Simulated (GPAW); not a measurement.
# How the form of the self-energy moves the gap of Diamond (Fd-3m, 2 atoms a cell)

How much does the gap of Diamond (Fd-3m, 2 atoms a cell) depend on the approximation to the self-energy?

Program: GPAW 26.7.0. Level of theory: LDA and many-body steps on it, plane waves. Results are calculated unless marked as measured.

**What was measured.**

- Gap 5.5 eV: band gap, experimental literature value; bulk crystal (quoted in “Fermi level pinning by defects can explain the large reported carbon 1s binding energy variations in diamond”, 2019, arxiv:1902.02958).

- Gap 5.47 eV: experimental band gap used as input; bulk crystal (quoted in “Enhanced Electron Emission Performance and Air‐Surface Stability in ScO‐Terminated Diamond for Thermionic Energy Converters”, 2024, pmc:11600692).

## 1. Set-up

Symmetry: Fd-3m, No. 227, cubic system. Conventional cell: a = 3.567 Å, b = 3.567 Å, c = 3.567 Å, α = 90.00°, β = 90.00°, γ = 90.00°. Nearest to C lie 4 C at 1.54 Å.

As a file:

```xyz
2
Lattice="0.0000 1.7834 1.7834 1.7834 0.0000 1.7834 1.7834 1.7834 0.0000" Properties=species:S:1:pos:R:3 pbc="T T T"
C     0.0000    0.0000    0.0000
C     0.8917    0.8917    0.8917
```

The cell and positions come from the Crystallography Open Database and are kept as given unless a step says otherwise.

## 2. Empty states on the mesh, 8×8×8 mesh, 178 bands

This step: GPAW 26.7.0; DFT, LDA, plane waves, PAW.

The sums over transitions need many empty states on a uniform mesh; this step solves for them.

Input file run.py:

```python
import json
import numpy as np
from gpaw.mpi import world
from gpaw import GPAW

calc = GPAW('gs.gpw').fixed_density(kpts={'size': (8, 8, 8), 'gamma': True},
    parallel={'domain': 1, 'band': 1},
    txt='nscf.txt')
calc.diagonalize_full_hamiltonian(nbands=178)
calc.write('full.gpw', mode='all')
res = {}
kpts = calc.get_ibz_k_points()
res['kpts'] = kpts
res['eigenvalues'] = [calc.get_eigenvalues(kpt=k) for k in range(len(kpts))]
res['n_electrons'] = calc.get_number_of_electrons()

if world.rank == 0:
    with open('result.json', 'w') as f:
        json.dump(res, f, default=lambda x: x.tolist())
```

On the command line:

```bash
$ mpirun -n 8 gpaw python run.py
```

Numbers of over 12 decimals in the logs are rounded to 6 here.

The log of the run:

```text
Diagonalizing LCAO Hamiltonian
Converting LCAO to pw mode
convergence criteria:
- Maximum integral of absolute [eigenst]ate change: 4e-08 eV^2 / valence electron
maximum number of iterations: 100

SCF iterations
|iter     |     time |      energy | eigst |  dens |
|iter:   1|  |             | +1.50 |       |
|iter:   2|  |             | -0.33 |       |
|iter:   3|  |             | -2.55 |       |
|iter:   4|  |             | -4.24 |       |
|iter:   5|  |             | -5.95 |       |
|iter:   6|  |             | -7.55c|       |
SCF steps: 6
  __  _  _
 | _ |_)|_||  |
 |__||  | ||/\| - 26.7.0

Input parameters:
  mode=PW(ecut=600.0),
  convergence={'density': 1e-06, 'bands': -3},
  gpts=array([15, 15, 15]),
  kpts=MonkhorstPack(size=(8, 8, 8), gamma=True),
  maxiter=100,
  nbands=11,
  occupations=Occupations(name='fermi-dirac', width=0.001, fixmagmom=False),
  parallel={'domain': 1, 'band': 1},
  xc=XC(name='LDA')
Matrix size: 371x371
# Writing to full.gpw (mode='all')
  [... matrices ...]

timing:  # [seconds]
  Total: 0.335  # ━━━━━━━━━━━━━━━━━━━━━━━━━━━━━━━━━━━━━━━━━━━━━━━━━━━━━━━━━━━
```

Elapsed: 2.8 s, on 8 MPI ranks of Intel Xeon 6975P-C (Granite Rapids), shared host; peak memory 1.1 GiB; 20 s of CPU time.

Numbers from this step:

```yaml
gap: 4.102 eV
k_of_the_valence_top: 0, 0, 0
k_of_the_conduction_bottom: 0.375, 0.375, 0
least_direct_gap: 5.548 eV
k_points_computed: 29
lowest_point_of_the_top_converged_band_above_the_valence_top: 331.5110 eV
```

On this mesh the gap is 4.102 eV.

## 3. G0W0, Godby-Needs plasmon pole

G0W0 replaces the xc potential by the self-energy, built once from these orbitals. Only a window of levels is corrected, while the sums run over the empty bands that the input names.

This step: G0W0 on LDA, plane waves, PAW.

Input file run.py:

```python
import json
import numpy as np
from gpaw.mpi import world
from gpaw.response.g0w0 import G0W0

gw = G0W0('full.gpw',
    filename='gw',
    kpts=[0, 12],
    bands=(2, 6),
    ecut=210,
    nbands=78,
    integrate_gamma='WS',
    ppa=True)
gw.calculate()
res = {mode: {k: v for k, v in r.items() if k != 'sigma_eskwn'}
       for mode, r in gw.all_results.items()}

if world.rank == 0:
    with open('result.json', 'w') as f:
        json.dump(res, f, default=lambda x: x.tolist())
```

On the command line:

```bash
$ mpirun -n 8 gpaw python run.py
```

The log of the run:

```text
Using integrator: PointIntegrator
FrequencyGridDescriptor(from 0.000+0.000j to 0.000+27.211j eV, 2 points)
Nonperiodic BCs:  [False False False]
Using integrator: PointIntegrator
FrequencyGridDescriptor(from 0.000+0.000j to 0.000+27.211j eV, 2 points)
Nonperiodic BCs:  [False False False]
  ___  _ _ _
 |   || | | |
 | | || | | |
 |__ ||_____|
 |___|

BZ k-points: Symmetries present (total): 24

  [... matrices ...]
512 k-points: 8 x 8 x 8 Monkhorst-Pack grid + [1/16,1/16,1/16]
29 k-points in the irreducible part of the Brillouin zone
       k-points in crystal coordinates                weights
   0:     0.00000000    0.00000000    0.00000000          1/512
   1:     0.12500000    0.12500000    0.00000000          6/512
   2:     0.12500000    0.12500000    0.12500000          8/512
   3:     0.25000000    0.12500000    0.12500000         12/512
   4:     0.25000000    0.25000000    0.00000000          6/512
   5:     0.25000000    0.25000000    0.12500000         24/512
   6:     0.25000000    0.25000000    0.25000000          8/512
   7:     0.37500000    0.25000000   -0.37500000         24/512
   8:     0.37500000    0.25000000    0.12500000         24/512
   9:     0.37500000    0.25000000    0.25000000         24/512
          ...
  28:     0.50000000    0.50000000    0.50000000          4/512

Distributing spins, k-points and bands (1 x 2 x 4) over 8 processes
Number of blocks: 1

Quasi particle states:
k-points (IBZ indices): [0, 12]
Band range: (2, 6)
  [... matrices ...]
Computational parameters:
Plane wave cut-off: 210 eV
Number of bands: 78
Coulomb cutoff: None
Broadening: 0.1 eV

fxc modes: GW
Kernel: RPA
Using Godby-Needs plasmon-pole approximation:
  Fitting energy: i*E0, E0 = 1.000 Hartree
Summing all q:

Calculating screened Coulomb potential
No Coulomb truncation
FrequencyGridDescriptor(from 0.000+0.000j to 0.000+27.211j eV, 2 points)
Removing empty qpoint cache files...

Calculating chi0 body with:
    Ground state adapter containing:
    Number of spins: 1
    Number of kpoints: 512
    Number of irreducible kpoints: 29
    Number of completely occupied states: 4
    Number of partially occupied states: 4
    Occupied states memory: 0.205994 M / cpu

    Linear response parametrization:
    q_c: [0.0, 0.0, 0.0]
    Number of frequency points: 2
    Planewave cutoff: 210.0
    Number of bands: 78
    Number of planewaves: 65
    Broadening (eta): 1e-06
    comm.size: 8
    kncomm.size: 8
    blockcomm.size: 1

    Memory estimate of potentially large arrays:
        chi0_wGG: 0.128937 M / cpu
Integrating chi0 body.

Symmetries of q_c:
    Direct symmetries (Uq -> q): 24
    Indirect symmetries (TUq -> q): 24
In total 48 allowed symmetries.

  [... matrices ...]
29 groups of equivalent kpoints. 94.3359375% reduction.

Integral kind: response function
Integrating chi0 head and wings.

Symmetries of q_c:
    Direct symmetries (Uq -> q): 24
    Indirect symmetries (TUq -> q): 24
In total 48 allowed symmetries.

  [... matrices ...]
29 groups of equivalent kpoints. 94.3359375% reduction.

Integral kind: response function wings

Calculating chi0 body with:
    Ground state adapter containing:
    Number of spins: 1
    Number of kpoints: 512
    Number of irreducible kpoints: 29
    Number of completely occupied states: 4
    Number of partially occupied states: 4
    Occupied states memory: 0.205994 M / cpu

[... the further q-points ...]

Results:
f:      Occupation numbers
eps:     KS-eigenvalues [eV]
vxc:     KS vxc [eV]
exx:     Exact exchange [eV]
sigma:   Self-energies [eV]
dsigma:  Self-energy derivatives
Z:       Renormalization factors
qp:      QP-energies [eV]

k-point 0 (0): (0.000, 0.000, 0.000)                GW
band       f     eps     vxc     exx   sigma  dsigma       Z      qp
                                                                   GW
   2   1.000  11.806 -18.019 -20.027   1.439  -0.206   0.829  11.334
   3   1.000  11.806 -18.019 -20.027   1.439  -0.206   0.829  11.334
   4   0.000  17.354 -16.713 -10.346  -4.814  -0.205   0.830  18.642
   5   0.000  17.354 -16.713 -10.346  -4.814  -0.205   0.830  18.642

k-point 1 (12): (0.375, 0.375, 0.000)                GW
band       f     eps     vxc     exx   sigma  dsigma       Z      qp
                                                                   GW
   2   1.000   6.070 -16.798 -21.028   3.172  -0.233   0.811   5.212
   3   1.000   6.070 -16.798 -21.028   3.172  -0.233   0.811   5.212
   4   0.000  15.908 -15.366  -9.666  -4.704  -0.189   0.841  16.746
   5   0.000  18.459 -14.392  -8.153  -5.224  -0.187   0.842  19.314
```

Elapsed: 24 s, on 8 MPI ranks; peak memory 1.7 GiB.

This step gave:

- G0W0 gap on the points computed: 5.411 eV
- least direct G0W0 gap on the computed points: 7.308 eV
- Z at the valence top: 0.8292
- Z at the conduction bottom: 0.8407
- starting gap on the mesh: 4.102 eV
- k of the valence top: 0, 0, 0
- k of the conduction bottom: 0.375, 0.375, 0

The gap on the mesh goes from 4.10 eV to 5.41 eV, a correction of +1.31 eV.

## 4. One-shot HSE06

This step: one-shot HSE06 levels on LDA orbitals, plane waves, PAW.

Input file run.py:

```python
import json
import numpy as np
from gpaw.mpi import world
from gpaw.hybrids.eigenvalues import non_self_consistent_eigenvalues

dft, vxc, vxc_hyb = non_self_consistent_eigenvalues('full.gpw', 'HSE06', 2, 6, kpt_indices=[0, 12])
res = {'dft': dft[0], 'hybrid': (dft - vxc + vxc_hyb)[0]}
if world.rank == 0:
    with open('hybrid.txt', 'w') as f:
        for k, e0, e1 in zip([0, 12], res['dft'], res['hybrid']):
            print(k, ' '.join(f'{x:9.4f}' for x in e0), '|', ' '.join(f'{x:9.4f}' for x in e1), file=f)

if world.rank == 0:
    with open('result.json', 'w') as f:
        json.dump(res, f, default=lambda x: x.tolist())
```

On the command line:

```bash
$ mpirun -n 8 gpaw python run.py
```

The log of the run:

```text
IBZ(<points: 29, symmetries: 24>)
Occupied bands: 4
Transforming wave functions from IBZ to BZ: 0.025 seconds
Distributing wave functions and iFFT-ing to real space: 0.128 seconds
Calculating eigenvalues:
  k-points: 2
  Bands: 2-5 (inclusive)
  Seconds: 0.225 (wave-function broadcasting: 0.003 seconds)
HSE06-eigenvalue shifts:
  min: -0.864 eV
  ave: 0.200 eV
  max: 1.066 eV
```

Wall time 2.5 s (8 MPI ranks); peak memory 1.2 GiB; 18 s of CPU time.

This step gave:

```
starting gap on the mesh                       : 4.102 eV
hybrid gap on the mesh                         : 5.303 eV
least direct hybrid gap on the computed points : 6.954 eV
```

(Part 1 of 2 ends here.)

[Paths, hosts, dates, memory and timing lines, banners, echoed tables and standing remarks are left out of the program output.]

[Logs are printed without paths, hosts, clocks, repeated set-up lines and the standing remarks that a program may print on its own settings, such as how far it seeks lower states.]

[Runs of the session that timed out or met a known fault of the program may be left out.]

[Hosts, paths, dates, database ids (printed as entryN), source tags and the programs' standing remarks are cut or masked in the printed files.]
